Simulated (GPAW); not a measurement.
# CsCu2I3 (Cmcm): dielectric function and energy loss

What do local fields and a kernel do to the response of CsCu2I3 (Cmcm)?

Program: GPAW 26.7.0. Level of theory: LDA and many-body steps on it, plane waves. Values are calculated unless marked as measured.

This is a report of a sequence of runs, with the program logs left out and the cost of each run kept.

The database entry behind the starting cell differs from other determinations, so it need not match the best structure at room temperature.

## 1. The starting structure

The structure is orthorhombic, space group Cmcm (No. 63). The conventional cell has a = 10.548 Å, b = 13.172 Å, c = 6.097 Å, α = 90.00°, β = 90.00°, γ = 90.00°. Nearest to Cs lie 10 I at 3.88 to 4.47 Å. Nearest to Cu lie 4 I at 2.60 to 2.70 Å. Nearest to I lie 4 Cu at 2.70 Å and 2 Cs at 4.09 Å. Nearest to I lie 2 Cu at 2.60 Å and 4 Cs at 3.88 to 4.47 Å. Farther neighbours, and contacts between anions beyond the nearest, are not listed.

As a file:

```xyz
12
Lattice="5.2739 -6.5862 0.0000 5.2739 6.5862 0.0000 0.0000 0.0000 6.0972" Properties=species:S:1:pos:R:3 pbc="T T T"
Cs    5.2739    2.2683    1.5243
Cs    5.2739   -2.2683    4.5729
Cu    8.9763    0.0000    0.0000
Cu    1.5716    0.0000    3.0486
Cu    1.5716    0.0000    0.0000
Cu    8.9763    0.0000    3.0486
I     5.2739   -5.0003    1.5243
I     5.2739    5.0003    4.5729
I     7.5628   -1.5675    1.5243
I     2.9851    1.5675    4.5729
I     7.5628    1.5675    4.5729
I     2.9851   -1.5675    1.5243
```

The cell and positions come from the Crystallography Open Database and are kept as given unless a step says otherwise.

## 2. Empty states on the mesh, 4×4×4 mesh, 563 bands

This step: GPAW 26.7.0; DFT, LDA, plane waves, PAW.

The sums over transitions need many empty states on a uniform mesh; this step solves for them.

Contents of run.py:

```python
import json
import numpy as np
from gpaw.mpi import world
from gpaw import GPAW

calc = GPAW('gs.gpw').fixed_density(kpts={'size': (4, 4, 4), 'gamma': True},
    nbands=656,
    convergence={'bands': 563},
    txt='nscf.txt')
calc.write('full.gpw', mode='all')
res = {}
kpts = calc.get_ibz_k_points()
res['kpts'] = kpts
res['eigenvalues'] = [calc.get_eigenvalues(kpt=k) for k in range(len(kpts))]
res['n_electrons'] = calc.get_number_of_electrons()

if world.rank == 0:
    with open('result.json', 'w') as f:
        json.dump(res, f, default=lambda x: x.tolist())
```

The run is started by

```
$ mpirun -n 8 gpaw python run.py
```

It took 13 min on 8 MPI ranks of AMD EPYC 9R45, shared host; peak memory 9.8 GiB.

Numbers from this step:

```
gap                                                           : 1.781 eV
k of the valence top                                          : 0, 0, 0
k of the conduction bottom                                    : 0, 0, 0
least direct gap                                              : 1.781 eV
k points computed                                             : 24
lowest point of the top converged band, above the valence top : 59.8887 eV
```

On this mesh the gap is 1.781 eV.

## 3. RPA response

The response function is computed on a frequency grid, with local fields up to the given cutoff.

This step: linear response, RPA, on LDA, plane waves, PAW.

Contents of run.py:

```python
import json
import numpy as np
from gpaw.mpi import world
from gpaw.response.df import DielectricFunction

df = DielectricFunction('full.gpw',
    ecut=50,
    nbands=563,
    eta=0.2,
    frequencies={'type': 'nonlinear', 'domega0': 0.05, 'omega2': 10.0},
    intraband=False,
    txt='df.txt')
res = {'optical': {}, 'eels': []}
for d in 'xyz':
    y0, y = df.get_dielectric_function(direction=d, xc='RPA', filename=None)
    res['optical'][d] = [y0.real, y0.imag, y.real, y.imag]
res['w'] = df.get_frequencies()
for q_c in [[0.25, 0, 0], [0.5, 0, 0], [0.75, 0, 0], [1.25, 0, 0]]:
    res['eels'].append(df.get_eels_spectrum(q_c=q_c, xc='RPA', filename=None))

if world.rank == 0:
    with open('result.json', 'w') as f:
        json.dump(res, f, default=lambda x: x.tolist())
```

The run is started by

```
$ mpirun -n 8 gpaw python run.py
```

Wall time 7.1 min (8 MPI ranks); peak memory 21 GiB; 55 min of CPU time.

Numbers from this step:

| Quantity | Value |
| --- | --- |
| ε at zero frequency | 4.313 |
| the same without local fields | 5.156 |

The static value is 4.31.

The ε₂ has structure finer than the step of the table below, so its rows give means over 2.5 eV. Peaks (eV: height): xx, no local fields 6.20: 7.76; xx, local fields 6.40: 5.16; yy, no local fields 6.20: 7.77; yy, local fields 6.80: 4.70; zz, no local fields 6.40: 8.74.

RPA, broadening 0.2 eV. The ε₂ by photon energy; means over each step:

```csv
photon energy (eV),"xx, no local fields","xx, local fields","yy, no local fields","yy, local fields","zz, no local fields","zz, local fields"
2.5,1.36,1.12,1.45,1.14,1.14,0.989
5.0,4.82,3.20,4.58,2.72,5.16,3.84
7.5,4.80,3.83,4.79,3.83,5.13,4.33
10.0,1.92,2.04,1.95,2.06,1.88,1.93
12.5,1.60,1.23,1.68,1.29,1.45,1.06
15.0,1.23,0.910,1.25,0.938,1.24,0.906
17.5,0.562,0.660,0.523,0.641,0.532,0.663
20.0,0.346,0.451,0.377,0.442,0.328,0.418
22.5,0.232,0.352,0.236,0.404,0.225,0.326
25.0,0.170,0.299,0.160,0.314,0.171,0.280
27.5,0.115,0.241,0.113,0.233,0.116,0.224
30.0,0.0858,0.177,0.0843,0.176,0.0871,0.173
32.5,0.0672,0.135,0.0654,0.134,0.0665,0.136
35.0,0.0515,0.0969,0.0519,0.0948,0.0496,0.0895
37.5,0.0429,0.0703,0.0424,0.0707,0.0426,0.0681
```

Optical limit, local fields. Table of loss function by energy loss; read off at these points:

```csv
energy loss (eV),xx,yy,zz
0.0,0,0,0
1.0,0.00372,0.00350,0.00295
2.0,0.0167,0.0215,0.0151
3.0,0.0512,0.0615,0.0348
4.0,0.104,0.114,0.0874
5.0,0.119,0.105,0.119
6.0,0.129,0.123,0.119
7.0,0.205,0.195,0.173
8.0,0.320,0.307,0.323
9.0,0.378,0.400,0.380
10.0,0.495,0.472,0.548
11.0,0.639,0.588,0.693
12.0,0.719,0.660,0.901
13.0,0.869,0.869,0.954
14.0,0.931,0.888,0.959
15.0,0.906,0.890,0.855
16.0,0.999,1.02,0.968
17.0,1.10,1.16,1.12
18.0,1.22,1.26,1.37
18.4,1.23,1.24,1.33
19.0,1.14,1.09,1.27
20.0,0.988,0.913,1.06
21.0,0.947,0.806,0.962
22.0,0.864,0.866,0.811
23.0,0.746,0.814,0.750
24.0,0.658,0.745,0.644
25.0,0.635,0.684,0.584
26.0,0.590,0.630,0.580
27.0,0.556,0.550,0.498
28.0,0.500,0.500,0.464
29.0,0.400,0.407,0.379
30.0,0.363,0.361,0.355
31.0,0.332,0.329,0.318
32.0,0.277,0.290,0.278
33.0,0.248,0.240,0.255
34.0,0.209,0.191,0.190
35.0,0.179,0.175,0.158
36.0,0.144,0.149,0.138
37.0,0.122,0.124,0.118
38.0,0.109,0.108,0.106
39.0,0.0992,0.0992,0.0940
```

RPA, local fields; q along the first reciprocal vector. Table of -Im 1/eps(q) by energy loss; read off at these points:

```csv
energy loss (eV),q = 0.191 1/A,q = 0.382 1/A,q = 0.572 1/A,q = 0.954 1/A
0.0,0,0,0,0
2.0,0.0112,0.00652,0.00509,0.00399
4.0,0.0961,0.0805,0.0702,0.0658
6.0,0.118,0.114,0.107,0.0879
8.0,0.291,0.264,0.242,0.190
10.0,0.468,0.433,0.390,0.300
12.0,0.670,0.624,0.548,0.427
14.0,0.882,0.820,0.710,0.470
16.0,0.963,0.888,0.791,0.553
18.0,1.22,1.18,1.09,0.801
18.4,1.23,1.20,1.11,0.819
20.0,0.988,1.000,1.01,0.911
21.6,0.920,0.949,0.979,0.942
22.0,0.906,0.938,0.967,0.936
24.0,0.726,0.753,0.787,0.831
26.0,0.623,0.628,0.635,0.672
28.0,0.493,0.486,0.492,0.548
30.0,0.353,0.349,0.350,0.383
32.0,0.273,0.270,0.271,0.303
34.0,0.198,0.200,0.205,0.228
36.0,0.146,0.154,0.165,0.190
38.0,0.115,0.123,0.133,0.153
```

## 4. ALDA response

This step: linear response, ALDA, on LDA, plane waves, PAW.

run.py: that of step 3 with these lines changed.

```diff
@@ -14,7 +14,7 @@
 for d in 'xyz':
-    y0, y = df.get_dielectric_function(direction=d, xc='RPA', filename=None)
+    y0, y = df.get_dielectric_function(direction=d, xc='ALDA', filename=None)
     res['optical'][d] = [y0.real, y0.imag, y.real, y.imag]
 res['w'] = df.get_frequencies()
-for q_c in [[0.25, 0, 0], [0.5, 0, 0], [0.75, 0, 0], [1.25, 0, 0]]:
-    res['eels'].append(df.get_eels_spectrum(q_c=q_c, xc='RPA', filename=None))
+for q_c in [[0.75, 0, 0]]:
+    res['eels'].append(df.get_eels_spectrum(q_c=q_c, xc='ALDA', filename=None))
```

The run is started by

```
$ mpirun -n 8 gpaw python run.py
```

Run time: 3.5 min. Hardware: 8 MPI ranks; peak memory 21 GiB.

Read from the output:

```
ε at zero frequency           : 4.572
the same without local fields : 5.156
```

The static value is 4.57.

## 5. RPA response, local-field cutoff (4×4×4 mesh, 563 bands, screening to 15 eV, broadening 0.2 eV)

This step: linear response, RPA, on LDA, plane waves, PAW.

run.py: that of step 4 with these lines changed.

```diff
@@ -6,3 +6,3 @@
 df = DielectricFunction('full.gpw',
-    ecut=50,
+    ecut=15,
     nbands=563,
@@ -14,3 +14,3 @@
 for d in 'xyz':
-    y0, y = df.get_dielectric_function(direction=d, xc='ALDA', filename=None)
+    y0, y = df.get_dielectric_function(direction=d, xc='RPA', filename=None)
     res['optical'][d] = [y0.real, y0.imag, y.real, y.imag]
@@ -18,3 +18,3 @@
 for q_c in [[0.75, 0, 0]]:
-    res['eels'].append(df.get_eels_spectrum(q_c=q_c, xc='ALDA', filename=None))
+    res['eels'].append(df.get_eels_spectrum(q_c=q_c, xc='RPA', filename=None))
```

The run is started by

```
$ mpirun -n 8 gpaw python run.py
```

It took 2.7 min on 8 MPI ranks; peak memory 11 GiB; 21 min of CPU time.

This step gave:

```
ε at zero frequency           : 4.421
the same without local fields : 5.156
```

The static value is 4.42.

The ε₂ has structure finer than the step of the table below, so its rows give means over 2.5 eV. Peaks (eV: height): xx, no local fields 6.20: 7.76; xx, local fields 6.40: 5.33; yy, no local fields 6.20: 7.77; yy, local fields 6.80: 4.75; zz, no local fields 6.40: 8.74.

RPA, broadening 0.2 eV. Table of ε₂ by photon energy; means over each step:

```csv
photon energy (eV),"xx, no local fields","xx, local fields","yy, no local fields","yy, local fields","zz, no local fields","zz, local fields"
2.5,1.36,1.18,1.45,1.18,1.14,1.09
5.0,4.82,3.33,4.58,2.80,5.16,4.05
7.5,4.80,3.83,4.79,3.81,5.13,4.48
10.0,1.92,2.05,1.95,2.06,1.88,1.99
12.5,1.60,1.27,1.68,1.31,1.45,1.16
15.0,1.23,0.979,1.25,0.978,1.24,1.05
17.5,0.562,0.674,0.523,0.654,0.532,0.668
20.0,0.346,0.473,0.377,0.465,0.328,0.429
22.5,0.232,0.366,0.236,0.418,0.225,0.318
25.0,0.170,0.306,0.160,0.322,0.171,0.261
27.5,0.115,0.233,0.113,0.236,0.116,0.192
30.0,0.0858,0.166,0.0843,0.175,0.0871,0.142
32.5,0.0672,0.118,0.0654,0.125,0.0665,0.104
35.0,0.0515,0.0837,0.0519,0.0879,0.0496,0.0720
37.5,0.0429,0.0606,0.0424,0.0631,0.0426,0.0562
```

## 6. RPA response, fewer bands (4×4×4 mesh, 57 bands, screening to 50 eV, broadening 0.2 eV)

run.py: that of step 5 with these lines changed.

```diff
@@ -6,4 +6,4 @@
 df = DielectricFunction('full.gpw',
-    ecut=15,
-    nbands=563,
+    ecut=50,
+    nbands=57,
     eta=0.2,
@@ -17,3 +17,3 @@
 res['w'] = df.get_frequencies()
-for q_c in [[0.75, 0, 0]]:
+for q_c in []:
     res['eels'].append(df.get_eels_spectrum(q_c=q_c, xc='RPA', filename=None))
```

The run is started by

```
$ mpirun -n 8 gpaw python run.py
```

Elapsed: 8.9 s, on 8 MPI ranks; peak memory 10 GiB.

Numbers from this step:

```yaml
eps_at_zero_frequency: 2.645
the_same_without_local_fields: 2.833
```

## 7. RPA response, scissors (4×4×4 mesh, 563 bands, screening to 50 eV, broadening 0.2 eV)

run.py: that of step 6 with these lines changed.

```diff
@@ -7,3 +7,3 @@
     ecut=50,
-    nbands=57,
+    nbands=563,
     eta=0.2,
@@ -11,2 +11,3 @@
     intraband=False,
+    eshift=1.5,
     txt='df.txt')
```

The run is started by

```
$ mpirun -n 8 gpaw python run.py
```

Elapsed: 87 s, on 8 MPI ranks; peak memory 20 GiB; 11 min of CPU time.

Read from the output:

* ε at zero frequency: 3.670
* the same without local fields: 4.292

The static value is 3.67.

The ε₂ has structure finer than the step of the table below, so its rows give means over 2 eV. Peaks (eV: height): xx, no local fields 7.8: 7.71; xx, local fields 8.0: 5.18; yy, no local fields 7.8: 7.75; yy, local fields 8.2: 4.73; zz, no local fields 8.0: 8.65.

RPA, broadening 0.2 eV. The ε₂ by photon energy; means over each step:

```csv
photon energy (eV),"xx, no local fields","xx, local fields","yy, no local fields","yy, local fields","zz, no local fields","zz, local fields"
2,0.0915,0.0749,0.0848,0.0647,0.0773,0.0654
4,1.30,1.08,1.42,1.12,1.04,0.902
6,3.85,2.79,3.55,2.36,4.26,3.45
8,6.33,4.48,6.47,4.21,6.83,5.25
10,3.23,2.91,3.05,2.95,3.12,2.88
12,1.63,1.83,1.67,1.92,1.60,1.69
14,1.61,1.26,1.72,1.33,1.43,1.07
16,1.43,0.954,1.46,0.987,1.43,0.919
18,0.726,0.809,0.681,0.809,0.714,0.834
20,0.444,0.561,0.432,0.532,0.415,0.535
22,0.320,0.440,0.358,0.449,0.305,0.405
24,0.230,0.361,0.234,0.415,0.224,0.335
26,0.182,0.317,0.173,0.341,0.183,0.292
28,0.135,0.278,0.127,0.271,0.135,0.260
30,0.100,0.216,0.101,0.213,0.103,0.205
32,0.0816,0.177,0.0807,0.176,0.0830,0.174
34,0.0676,0.140,0.0658,0.139,0.0671,0.141
36,0.0551,0.108,0.0540,0.103,0.0515,0.0982
38,0.0450,0.0800,0.0460,0.0818,0.0451,0.0774
```

## 8. RPA response, more bands than the file holds (4×4×4 mesh, 1689 bands, screening to 30 eV, broadening 0.2 eV)

run.py: that of step 7 with these lines changed.

```diff
@@ -6,4 +6,4 @@
 df = DielectricFunction('full.gpw',
-    ecut=50,
-    nbands=563,
+    ecut=30,
+    nbands=1689,
     eta=0.2,
@@ -11,3 +11,2 @@
     intraband=False,
-    eshift=1.5,
     txt='df.txt')
```

The run is started by

```
$ mpirun -n 8 gpaw python run.py
```

The job ended after 14 s (8 MPI ranks; peak memory 2.1 GiB).

The run stopped with an error after 14 s.

The fault put into this input: more bands than the file holds.

## 9. The runs together

Times are wall times on 8 MPI ranks of AMD EPYC 9R45, shared host, good to a factor of about two.

```csv
run,ε(0),without local fields,loss peak (eV),time
RPA response,4.31,5.16,-,7.1 min
ALDA response,4.57,5.16,-,3.5 min
"RPA response, local-field cutoff (4×4×4 mesh, 563 bands, screening to 15 eV, broadening 0.2 eV)",4.42,5.16,-,2.7 min
"RPA response, fewer bands (4×4×4 mesh, 57 bands, screening to 50 eV, broadening 0.2 eV)",2.64,2.83,-,8.9 s
"RPA response, scissors (4×4×4 mesh, 563 bands, screening to 50 eV, broadening 0.2 eV)",3.67,4.29,-,87 s
```

## 10. What came out

| Quantity | Value |
| --- | --- |
| RPA response | ε(0) 4.31 |
| ALDA response | ε(0) 4.57 |
| RPA response, local-field cutoff (4×4×4 mesh, 563 bands, screening to 15 eV, broadening 0.2 eV) | ε(0) 4.42 |
| RPA response, fewer bands (4×4×4 mesh, 57 bands, screening to 50 eV, broadening 0.2 eV) | ε(0) 2.64 |
| RPA response, scissors (4×4×4 mesh, 563 bands, screening to 50 eV, broadening 0.2 eV) | ε(0) 3.67 |

In the optical limit the electronic ε(0) is 4.31, against 5.16 without local fields. ALDA response: ε(0) = 4.57. RPA response, local-field cutoff (4×4×4 mesh, 563 bands, screening to 15 eV, broadening 0.2 eV): ε(0) = 4.42. RPA response, fewer bands (4×4×4 mesh, 57 bands, screening to 50 eV, broadening 0.2 eV): ε(0) = 2.64. RPA response, scissors (4×4×4 mesh, 563 bands, screening to 50 eV, broadening 0.2 eV): ε(0) = 3.67. ε(0) converges slowly with a Γ-centred mesh, and this one is not shown settled. Unless a shift is named, the levels are those of the density functional, and only a kernel with a long-range part can bind an exciton.

[Long decimals in the printed logs are rounded to 6 places.]

[Logs are printed without paths, hosts, clocks, repeated set-up lines and the standing remarks that a program may print on its own settings, such as how far it seeks lower states.]

[Paths, hosts, dates, memory and timing lines, banners, echoed tables and standing remarks are left out of the program output; an Ansatz launch command may be rebuilt from the run's recorded settings. Measured values are a selection of at most five: reports struck by readers or far from the other reports are left out. None is set beside runs whose start may be inverted or whose files or cutoffs have a known fault.]

[Runs of the session that timed out or met a known fault of the program may be left out.]

[Hosts, paths, dates, database ids (printed as entryN), source tags and the programs' standing remarks are cut or masked in the printed files.]

[Where the starting crystal was built by hand or by swapping elements, it need not be the compound's stable phase.]
